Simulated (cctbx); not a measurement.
## What is wrong with this refinement?

Cell a = 7.8320 Å, b = 7.8320 Å, c = 12.8190 Å, α = 90.00°, β = 90.00°, γ = 90.00°; space group I4/mcm (no. 140). The compound is Tb5TaCu2.

Simulated single-crystal data (cctbx): Mo Kα, λ = 0.71073 Å, to d = 0.75 Å, 70 % of the full sphere, strongest reflection 70000 counts, noise from counting, a 2 % proportional error and a noise floor of 8 counts (s.d.); no absorption.

An anisotropic refinement with weights 1/σ² prints:

```text
Rint 0.017, 285 unique reflections to 0.75 A
cycle     R1     wR2    GooF  max shift (A)
   1  0.0147  0.0406   3.636   0.00069
   2  0.0062  0.0151   1.349   0.00000
final R1 0.0062 wR2 0.0151 GooF 1.349  parameters 14  data/parameter 20.4
atom        x        y        z      Ueq    occ   su(xyz)  su(Uiso or U11)
Re1    0.50000  0.50000  0.25000   0.0070  1.000  0.00000  0.0001
Tb1    0.34109  0.15891  0.14098   0.0048  1.000  0.00001  0.0001
Tb2    0.00000  0.00000  0.00000   0.0051  1.000  0.00000  0.0001
Cu1    0.13959  0.36041  0.00000   0.0067  1.000  0.00004  0.0001
difference map: max 0.40 min -0.81 rms 0.13
Q1    0.1210  0.3790  0.0346   16    0.42  0.49 A from Cu1
Q2    0.0886  0.2211  0.4702   32    0.41  1.79 A from Tb1
Q3    0.1646  0.3354  0.3588   16    0.40  0.06 A from Tb1
Q4    0.0333  0.3972  0.5000   16    0.39  1.38 A from Cu1
Q5    0.2041  0.2959  0.3947   16    0.37  0.68 A from Tb1
Q6    0.0000  0.0000  0.0000    4    0.32  0.00 A from Tb2
```

**Question.** Can this result stand? If not, what is the likely fault?

Mend it. The fault: wrong element: Re1 is Ta. Against the right model at the same level, R1 goes from 0.0051 to 0.0062 and GooF from 0.99 to 1.35. Re1 has 2 electrons too many and its U swells to shed them, as expected (near an absorption edge f′ can widen the mismatch well beyond the difference in Z).

The compound is Tb5TaCu2. The right model at the same level gives:

```text
Rint 0.017, 285 unique reflections to 0.75 A
cycle     R1     wR2    GooF  max shift (A)
   1  0.0104  0.0283   2.531   0.00045
   2  0.0051  0.0110   0.986   0.00000
final R1 0.0051 wR2 0.0110 GooF 0.986  parameters 14  data/parameter 20.4
atom        x        y        z      Ueq    occ   su(xyz)  su(Uiso or U11)
Ta1    0.50000  0.50000  0.25000   0.0060  1.000  0.00000  0.0001
Tb1    0.34109  0.15891  0.14099   0.0050  1.000  0.00001  0.0000
Tb2    0.00000  0.00000  0.00000   0.0053  1.000  0.00000  0.0001
Cu1    0.13957  0.36043  0.00000   0.0069  1.000  0.00003  0.0001
difference map: max 0.40 min -0.57 rms 0.11
Q1    0.0359  0.4002  0.5000   16    0.41  1.41 A from Cu1
Q2    0.0863  0.2194  0.4705   32    0.40  1.81 A from Tb1
Q3    0.0000  0.2878  0.2500   16    0.39  1.92 A from Tb1
Q4    0.0707  0.2099  0.0000   16    0.33  1.30 A from Cu1
Q5    0.1999  0.3001  0.1374   16    0.32  1.56 A from Tb1
Q6    0.1233  0.3767  0.0349   16    0.31  0.48 A from Cu1
```

This is a model crystal, built by substitution and not relaxed, with assumed displacement parameters.

[Middle refinement cycles are left out of these outputs.]

[Logs are printed without paths, hosts, clocks, repeated set-up lines and the standing remarks that a program may print on its own settings, such as how far it seeks lower states.]
